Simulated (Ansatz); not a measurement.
# BiAs (model cell, started as zinc blende): a soft mode frozen in, part 2 of 2

Wanted: the energy along a soft mode of BiAs (model cell, started as zinc blende) and the structure at the end.

Ansatz 0.2.0; DFT PBEsol, scalar-relativistic, plane waves, PAW.

So far, highest frequency on the path or at a solved wavevector (cm⁻¹): step 2 (phonons on a q mesh) 158. Also lowest frequency on the path (cm⁻¹): step 2 -35.7.

The structure was built from a prototype and need not be the compound's stable phase.

## Step 4: The mode frozen in, largest atomic shift 0.22 Å

The atoms are moved along the unstable eigenvector, the largest shift by 0.22 Å, with the cell fixed.

input.yaml

```yaml
crystal:
  lattice:
    - [0.0, 0.0, -6.5984015635]
    - [6.5984015635, 0.0, 0.0]
    - [3.2992007818, -6.5984015635, -3.2992007818]
  atoms:
    - { symbol: Bi, position: [0.5145164143, 0.4854835857, 0.0] }
    - { symbol: Bi, position: [-0.0145164143, 0.0145164143, 0.0] }
    - { symbol: Bi, position: [0.2645164143, 0.7645164143, 0.5] }
    - { symbol: Bi, position: [0.7354835857, 0.2354835857, 0.5] }
    - { symbol: As, position: [0.625, 0.625, 0.25] }
    - { symbol: As, position: [0.125, 0.125, 0.25] }
    - { symbol: As, position: [0.3583292959, 0.8583292959, 0.7833414082] }
    - { symbol: As, position: [0.8916707041, 0.3916707041, 0.7166585918] }
kpoints:
  mp_grid: { grid: [6, 6, 6] }
hamiltonian:
  xc: pbesol
scf:
  occupations: { method: methfessel_paxton, width: 0.15 }
output:
  forces: true
  stress: true
  eigenvalues: true
```

Started as:

```bash
$ ansatz run input.yaml --threads 4 --pin off --max-ram 7168MiB --backend cpu --events-out ev --progress --plain --runs-dir out
```

Numbers of over 12 decimals in the logs are rounded to 6 here.

What it wrote:

```text
[...]
Crystal: 8 atoms, lattice volume = 287.287 Å³
Basis set: ecut = 420 eV, 5647 PW (Γ), exchange–correlation on 90×90×120 points (8 copies of the dense FFT grid, shifted against one another)
Bands: 72, of which v1, the nominal top of the filled ones, is band 60 counted from 1 (59 counted from 0)
Symmetry: 8 space group operations
[...]
k-points: 30 of 216 (time reversal used)
[...]
k-point 0: bands = [... 56 lower, 5.3176, 6.3068, 6.3459, 7.2960, 7.2960, 7.7570, 8.0824, 8.0824, ... 8 higher]
  k-point 1: bands = [... 56 lower, 5.5272, 6.2576, 6.4373, 7.0586, 7.0586, 7.4105, 7.5386, 7.7696, ... 8 higher]
  k-point 2: bands = [... 56 lower, 5.9717, 6.2512, 6.4217, 6.5473, 6.5473, 6.7748, 6.9564, 7.2870, ... 8 higher]
  k-point 29: bands = [... 56 lower, 5.0646, 5.1362, 5.7625, 5.8612, 8.4464, 8.8067, 8.8942, 8.9133, ... 8 higher]
[key lines of the parts left out:]
SCF converged after 6 iterations
Free energy (F): -68217.774958 eV
Fermi energy:    6.868673 eV
P = ⅓ Tr σ = -0.3723 GPa (-3.723 kbar)
```

Wall time 13 s (4 threads of Arm Neoverse V1, shared host); peak memory 0.94 GiB.

This step gave:

| Item | Value |
| --- | --- |
| pressure | -0.3723 GPa |
| energy from the undistorted cell | -1.022 meV/atom |

The energy, extrapolated to zero smearing, is -1.02 meV/atom against the undistorted cell.

The run ends at a pressure of -0.37 GPa, with forces up to 0.048 eV/Å.

## Step 5: Energy along the mode, all amplitudes (two of the runs are shown above)

An imaginary frequency means negative curvature, so the energy should fall and then rise again as anharmonic terms take over.

Numbers from this step:

| Item | Value |
| --- | --- |
| depth at the lowest point sampled | 1.022 meV/atom |
| largest atomic shift at that point | 0.22 Å |

Energy from the parent against largest atomic shift:

```
largest atomic shift (Å)  energy from the parent (meV/atom)
                   0.000                                  0
                   0.040                             -0.071
                   0.080                             -0.283
                   0.140                             -0.782
                   0.220                              -1.02
                   0.320                               1.31
                   0.450                               11.7
```

Displacement at unit largest shift by atom:

```
atom  x (Å)  y (Å)  z (Å)  size
 Bi1  -0.43   0.00  -0.43  0.62
 Bi2   0.43   0.00   0.43  0.62
 Bi3   0.43   0.00  -0.43  0.62
 Bi4  -0.43   0.00   0.43  0.62
 As5   0.00   0.00   0.00  0.00
 As6   0.00   0.00   0.00  0.00
 As7   0.00  -1.00   0.00  1.00
 As8   0.00   1.00   0.00  1.00
```

The lowest of the steps tried is at 0.22 Å, 1.02 meV/atom below the parent; the bottom of the well need not coincide with a step.

## Step 6: Relaxing from the distorted cell

Starting from the lowest point found, all atoms and the cell are let go, so that strain and other modes of the same symmetry can join in.

input.yaml, as its differences from that of step 4:

```diff
@@ -24 +24,6 @@
   eigenvalues: true
+relax:
+  adjacent_minimum: "off"
+  f_tol: 0.002
+  max_steps: 120
+  cell: { stress_tol: 0.03 }
```

What it wrote:

```text
[...]
Crystal: 8 atoms, lattice volume = 287.287 Å³
Basis set: ecut = 420 eV, 5647 PW (Γ), exchange–correlation on 90×90×120 points (8 copies of the dense FFT grid, shifted against one another)
Bands: 72, of which v1, the nominal top of the filled ones, is band 60 counted from 1 (59 counted from 0)
Symmetry: 8 space group operations
[...]
k-points: 30 of 216 (time reversal used)
[...]
SCF iter   1: F=—  HF=-68217.779922 eV  |F-HF|=—  |Δ(HF+E_count)|=         —  Δρ=1.66e-3  dr2=1.36e-2  ethr=1.77e-3  ⟨swp⟩=6.1  Hψ=8017  notcnv=0
[...]
SCF iter   6: F=-68217.774958 eV  HF=-68217.774958 eV  |F-HF|=7.13e-8  |Δ(HF+E_count)|=   1.53e-7  S|Δr|=    0.00e0  Δρ=3.36e-6  dr2=6.13e-8  ethr=8.33e-11  ⟨swp⟩=9.9  Hψ=10427  notcnv=0
SCF 1 converged in 6 iterations: F = -68217.774958 eV  dr2 = 6.13e-8
[...]
relax step   1: F+E_penalty+E_count = -68217.77495804 eV  Δ(F+E_penalty+E_count) = +0.000e0 eV  max|allowed force component| = 3.411e-2 eV/Å  Δτ_max = 0.0000 Å  P = -0.372 GPa  Ω = 287.287 Å³  (6 SCF iters, dr2 threshold 1.00e-7 eV, accepted)
Crystal: 8 atoms, lattice volume = 282.868 Å³
Basis set: ecut = 420 eV, 5541 PW (Γ), exchange–correlation on 90×90×120 points (8 copies of the dense FFT grid, shifted against one another)
[...]
SCF iter   5: F=-68217.776378 eV  HF=-68217.776378 eV  |F-HF|=7.63e-8  |Δ(HF+E_count)|=   5.04e-7  S|Δr|=    0.00e0  Δρ=4.10e-6  dr2=1.12e-7  ethr=3.05e-10  ⟨swp⟩=7.1  Hψ=9549  notcnv=0
SCF 2 converged in 5 iterations: F = -68217.776378 eV  dr2 = 1.12e-7
relax step   2: F+E_penalty+E_count = -68217.77637776 eV  Δ(F+E_penalty+E_count) = -1.420e-3 eV  max|allowed force component| = 2.657e-2 eV/Å  Δτ_max = 0.0141 Å  P = +0.344 GPa  Ω = 282.868 Å³  energy of the carried Pulay correction = +5.562e-4 eV  (5 SCF iters, dr2 threshold 3.66e-7 eV, accepted)
Crystal: 8 atoms, lattice volume = 284.863 Å³
[...]
SCF iter   5: F=-68217.778912 eV  HF=-68217.778912 eV  |F-HF|=2.08e-8  |Δ(HF+E_count)|=   9.78e-8  S|Δr|=    0.00e0  Δρ=1.82e-6  dr2=2.26e-8  ethr=2.63e-10  ⟨swp⟩=5.8  Hψ=7652  notcnv=0
SCF 3 converged in 5 iterations: F = -68217.778912 eV  dr2 = 2.26e-8
relax step   3: F+E_penalty+E_count = -68217.77891199 eV  Δ(F+E_penalty+E_count) = -2.534e-3 eV  max|allowed force component| = 1.093e-2 eV/Å  Δτ_max = 0.0085 Å  P = -0.002 GPa  Ω = 284.863 Å³  energy of the carried Pulay correction = +3.040e-4 eV  (5 SCF iters, dr2 threshold 3.15e-7 eV, accepted)
[...]
relax step   4: F+E_penalty+E_count = -68217.77908355 eV  Δ(F+E_penalty+E_count) = -1.716e-4 eV  max|allowed force component| = 5.701e-3 eV/Å  Δτ_max = 0.0087 Å  P = +0.007 GPa  Ω = 284.624 Å³  energy of the carried Pulay correction = +3.342e-4 eV  (5 SCF iters, dr2 threshold 7.46e-9 eV, accepted)
[...]
relax step   5: F+E_penalty+E_count = -68217.77912144 eV  Δ(F+E_penalty+E_count) = -3.789e-5 eV  max|allowed force component| = 2.656e-4 eV/Å  Δτ_max = 0.0040 Å  P = -0.000 GPa  Ω = 284.608 Å³  energy of the carried Pulay correction = +3.362e-4 eV  (5 SCF iters, dr2 threshold 2.03e-9 eV, accepted)
Basis set: ecut = 420 eV, 5541 PW (Γ), exchange–correlation on 90×90×108 points (8 copies of the dense FFT grid, shifted against one another)
[...]
SCF iter   5: F=-68217.778791 eV  HF=-68217.778791 eV  |F-HF|=1.46e-11  |Δ(HF+E_count)|=  2.91e-11  S|Δr|=    0.00e0  Δρ=5.12e-8  dr2=3.64e-12  ethr=1.00e-12  ⟨swp⟩=7.9  Hψ=10512  notcnv=0
SCF 6 converged in 5 iterations: F = -68217.778791 eV  dr2 = 3.64e-12
relax step   6: F+E_penalty+E_count = -68217.77879073 eV  Δ(F+E_penalty+E_count) = +3.307e-4 eV  max|allowed force component| = 2.704e-4 eV/Å  Δτ_max = 0.0000 Å  P = -0.000 GPa  Ω = 284.608 Å³  stress off target by 4.63e-3 GPa  SCF on the basis re-selected at this cell (its energy is not comparable with the rows above)  (5 SCF iters)
basis re-selected at this cell: Δ(F+E_penalty+E_count) = +3.307e-4 eV, ΔP = +0.000 GPa vs the last step (what re-selecting the basis moved, of the pressure what is left beyond the Pulay correction that the steps carried, after the strain that the cell walked since its last selection, with what the two solves' SCF thresholds leave and, on support functions, any second-order correction that the steps lacked; it is no measure of the basis error at this ecutwfc). The dense FFT grid was sized anew with the basis: this SCF ran on 45×45×54 points, the steps before it on 45×45×60, so part of this shift can come from that change (see relax.cell in the input reference). [rest of the remark cut]
SCF converged after 5 iterations
[...]
Free energy (F): -68217.778791 eV
[...]
Internal energy: -68217.783156 eV  (E = F + TS)
E sigma→0 (E₀):  -68217.779882 eV
Entropy (-TS):   0.004365 eV (0.546 meV/atom)
Fermi energy:    6.985009 eV
[...]
--- Forces (eV/Å), atoms counted from 1 ---
  atom   1  Bi    -0.00027044    -0.00016278    -0.00027044
  atom   2  Bi     0.00027044    -0.00016278     0.00027044
  atom   3  Bi     0.00027044     0.00016278    -0.00027044
  atom   4  Bi    -0.00027044     0.00016278     0.00027044
  atom   5  As    -0.00000000    -0.00000000     0.00000000
  atom   6  As    -0.00000000    -0.00000000     0.00000000
  atom   7  As    -0.00000000     0.00012218     0.00000000
  atom   8  As     0.00000000    -0.00012218    -0.00000000
  max |Σ_I F_I| component: 3.75e-16 eV/Å
--- Stress (GPa, compression-positive) ---
        0.002027       0.000000       0.000000
        0.000000      -0.004632      -0.000000
        0.000000      -0.000000       0.002027
  P = ⅓ Tr σ = -0.0002 GPa (-0.002 kbar)
--- Band table (eV; the first three rows and the last of 30) ---
  k-point 0: bands = [... 56 lower, 5.4424, 6.3898, 6.4383, 7.4133, 7.4133, 7.8790, 8.2359, 8.2359, ... 8 higher]
  k-point 1: bands = [... 56 lower, 5.6564, 6.3387, 6.5370, 7.1785, 7.1785, 7.5385, 7.6747, 7.8657, ... 8 higher]
  k-point 2: bands = [... 56 lower, 6.1009, 6.3492, 6.5205, 6.6578, 6.6578, 6.8924, 7.0751, 7.3775, ... 8 higher]
  k-point 29: bands = [... 56 lower, 5.1724, 5.2484, 5.8784, 5.9835, 8.5574, 8.9031, 9.0002, 9.0366, ... 8 higher]
--- Relaxed structure (5 steps of the walk, 5 accepted, 1 SCFs on fresh bases) ---
  F+E_penalty+E_count = -68217.77879073 eV   max|allowed force component| = 2.704e-4 eV/Å   (the final SCF, on the basis selected at the relaxed cell)
  cell:  # Å, volume = 284.6076 Å³
    - [2.7189694828712117e-19, 2.496307889025369e-11, -6.588604]
    - [6.588604, 2.4963081476529922e-11, -2.718969482773213e-19]
    - [3.294302, -6.556314, -3.294302]
  atoms:
    - { symbol: Bi, position: [0.514471, 0.485518, 1.093762904403092e-5] }
    - { symbol: Bi, position: [-0.014482, 0.014471, 1.0937629044030905e-5] }
    - { symbol: Bi, position: [0.264482, 0.764482, 0.499989] }
    - { symbol: Bi, position: [0.735529, 0.235529, 0.499989] }
    - { symbol: As, position: [0.625000, 0.625000, 0.250000] }
    - { symbol: As, position: [0.125000, 0.125000, 0.250000] }
    - { symbol: As, position: [0.357028, 0.857028, 0.785945] }
    - { symbol: As, position: [0.892972, 0.392972, 0.714055] }
```

The job ended after 96 s (4 threads; peak memory 0.99 GiB).

The steps of the relaxation:

| step | energy less that of the first step (eV) | largest force component (eV/Å) | pressure (GPa) | volume (Å³) |
| --- | --- | --- | --- | --- |
| 1 | 0.0000 | 0.0341 | -0.37 | 287.29 |
| 2 | -0.0014 | 0.0266 | 0.34 | 282.87 |
| 3 | -0.0040 | 0.0109 | 0.00 | 284.86 |
| 4 | -0.0041 | 0.0057 | 0.01 | 284.62 |
| 5 | -0.0042 | 0.0003 | 0.00 | 284.61 |
| 6* | -0.0038 | 0.0003 | 0.00 | 284.61 |

Relaxation steps marked * repeat the geometry before them on a plane-wave basis chosen anew for their cell, so energy and pressure can jump there.

The run keeps the 8 symmetry operations that it works with, so distortions that break them were not tested.

```
conventional cell, symmetrised  before   after  change
                         a (Å)   6.598   6.589  -0.1 %
                         b (Å)   6.598   6.589  -0.1 %
                         c (Å)  13.197  13.113  -0.6 %
              volume (Å³/atom)   35.91   35.58  -0.9 %
```

The atoms that moved most (Å, as changes of fractional coordinates times the final cell):

```
atom     dx      dy     dz  length
 As8  0.000   0.017  0.000   0.017
 As7  0.000  -0.017  0.000   0.017
```

Numbers from this step:

```
pressure        : -1.93e-4 GPa
volume per atom : 35.58 Å³
```

The distorted start has space group I-42m; the relaxation ends in I-42m.

## Step 7: The new phase in its own primitive cell

The relaxed structure is symmetrised, reduced to its primitive cell and relaxed tightly, as its phonons need.

input.yaml

```yaml
crystal:
  lattice:
    - [-3.2943018254, 3.2943018254, 6.5563139221]
    - [3.2943018254, -3.2943018254, 6.5563139221]
    - [3.2943018254, 3.2943018254, -6.5563139221]
  atoms:
    - { symbol: Bi, position: [0.1394817563, 0.1394817563, 0.5289525751] }
    - { symbol: Bi, position: [0.6105291813, 0.6105291813, 0.4710474249] }
    - { symbol: Bi, position: [0.3894708187, 0.8605182437, 0.0] }
    - { symbol: Bi, position: [0.8605182437, 0.3894708187, 0.0] }
    - { symbol: As, position: [0.5, 0.0, 0.5] }
    - { symbol: As, position: [0.0, 0.5, 0.5] }
    - { symbol: As, position: [0.7679722578, 0.7679722578, 0.0] }
    - { symbol: As, position: [0.2320277422, 0.2320277422, 0.0] }
kpoints:
  mp_grid: { grid: [8, 8, 8] }
hamiltonian:
  xc: pbesol
scf:
  occupations: { method: methfessel_paxton, width: 0.15 }
output:
  forces: true
  stress: true
  eigenvalues: true
relax:
  adjacent_minimum: "off"
  f_tol: 0.001
  max_steps: 60
  cell: { stress_tol: 0.01 }
```

What it wrote:

```text
Engine: ansatz 0.2.0, aarch64-unknown-linux-gnu
Pseudopotentials: kind: paw
Pseudopotential: Bi, paw, valence charge 15, recommended cutoff 420 eV (normal), Bi.paw.azcp
Pseudopotential: As, paw, valence charge 15, recommended cutoff 420 eV (normal), As.paw.azcp
Functional definition: PBEsol
  exchange = pbesol_x
  correlation = pbesol_c
Crystal: 8 atoms, lattice volume = 284.608 Å³
[...]
k-point 0: bands = [... 56 lower, 5.4007, 6.3993, 6.4272, 7.4001, 7.4001, 7.8698, 8.1621, 8.1621, ... 8 higher]
  k-point 1: bands = [... 56 lower, 5.4154, 6.4278, 6.9681, 7.0601, 7.0904, 7.9920, 8.0664, 8.2834, ... 8 higher]
  k-point 2: bands = [... 56 lower, 5.5421, 6.3346, 6.3573, 6.4544, 8.1121, 8.1868, 8.2950, 8.6483, ... 8 higher]
  k-point 58: bands = [... 56 lower, 6.1489, 6.3870, 6.3870, 6.4936, 6.5233, 6.5530, 6.8534, 7.1006, ... 8 higher]
End of that report.
Error: SIGTERM received: cancelled by the caller after 3 completed ionic steps
[key lines of the parts left out:]
Free energy (F): -68217.775372 eV
Fermi energy:    6.967662 eV
P = ⅓ Tr σ = -0.0151 GPa (-0.151 kbar)
```

It took 1.7 min on 4 threads; peak memory 1.3 GiB.

The run was cut off at the time limit before the relaxation met all its tests.

The program's message: “cancelled by the caller after 3 completed ionic steps”

## Step 8: The phases reached

The phases reached along the modes that were followed are set side by side.

Energies are those of the first relaxation, on the mesh of the frozen mode; space group, volume and gap are those of the last relaxation. Phases, by row:

```
                   mode frozen in  space group  energy from parent (meV/atom)  volume (Å³/atom)  gap on mesh (eV)  lowest zone-centre optical mode (cm⁻¹)  largest shift (Å)
                           parent        F-43m                              0             35.91                 0                                       –                  –
    q = (0, 0.25, 0.25), 36i cm⁻¹     P6_3/mmc                         -252.4             26.54                 0                                       –              1.199
q = (0.25, -0.5, -0.25), 23i cm⁻¹        I-42m                           -1.5             35.58                 0                                       –              0.236
```

## Step 9: Outcome

```
unstable mode of the parent                                                      : q = (0.25, -0.5, -0.25), 23i cm⁻¹
depth at the lowest point sampled                                                : 1.02 meV/atom
largest atomic shift at that point                                               : 0.22 Å
space group reached (within 0.01 Å)                                              : I-42m
energy gained over the parent (first relaxation, on the mesh of the frozen mode) : 1.50 meV/atom
volume per atom, phase reached                                                   : 35.6 Å³
```

**Reading.** Along this mode the structure falls into I-42m, 1.50 meV/atom below the parent. At the parent's cell the well is 1.022 meV/atom deep on the steps tried, with its lowest point at a shift of 0.22 Å. Relaxing atoms and cell changes the gain by +0.48 meV/atom against the lowest step (energies at zero smearing). The modes of the phase reached were not computed on this path. Of the 2 patterns followed to their end from this parent, this one ends 251 meV/atom above the lowest, P6_3/mmc. Each path keeps the symmetry of its pattern, so a lower phase may lie along a pattern not tried. With no gap, or one that is small against the smearing, the frequencies hang on the k mesh and the smearing, most of all near Kohn anomalies. Spin-orbit coupling is left out, which can matter for the heavy elements here. A phonon run warned that its eigensolver left some bands unconverged in a pass. The starting cell was built on a prototype and not taken from a measurement, so the phase need not exist.

[Logs are printed without paths, hosts, clocks, repeated set-up lines and the standing remarks that a program may print on its own settings, such as how far it seeks lower states.]

[Hosts, paths, dates, database ids (printed as entryN), source tags and the programs' standing remarks are cut or masked in the printed files.]
